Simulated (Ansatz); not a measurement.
Consider KBr (Fm-3m).

```
K Br
1.0
     0.00000    3.30000    3.30000
     3.30000    0.00000    3.30000
     3.30000    3.30000    0.00000
K Br
1 1
Direct
  0.00000 0.00000 0.00000
  0.50000 0.50000 0.50000
```

The cell and positions come from the Crystallography Open Database and are kept as given unless a step says otherwise. PAW set soft_2, made with PBE.

Gaps computed with Ansatz 0.2.0 without a self-energy: LDA 4.03 eV, PBE 4.44 eV, PBE+SOC 4.27 eV, HSE06 5.60 eV, PBE0 6.32 eV and DDH-PBE0 7.41 eV.

What gap should G0W0 on PBE give (4×4×4 mesh, 461 empty bands, screening to 200 eV, default PAW files)?

About 7.05 eV: on its mesh the run moves the gap from 4.44 eV by +2.61 eV. Among the scalar-relativistic levels given, DDH-PBE0 is nearest (+0.36 eV). Spin-orbit coupling is not in that value; its −0.16 eV at the PBE level would bring it to about 6.89 eV. Bands and cutoff are finite, so the gap is not at the basis limit. The miss can reach some tenths of an eV and take either sign; the mesh is an error of its own. The many-body steps are scalar-relativistic: spin-orbit coupling is not in them.

[Paths, hosts, dates, memory and timing lines, banners, echoed tables and standing remarks are left out of the program output.]

[Logs are printed without paths, hosts, clocks, repeated set-up lines and the standing remarks that a program may print on its own settings, such as how far it seeks lower states.]

[Runs of the session that timed out or met a known fault of the program may be left out.]

[Cells called generated may have been cut or substituted from an entry of the Crystallography Open Database or the Materials Project.]

[Hosts, paths, dates, database ids (printed as entryN), source tags and the programs' standing remarks are cut or masked in the printed files.]
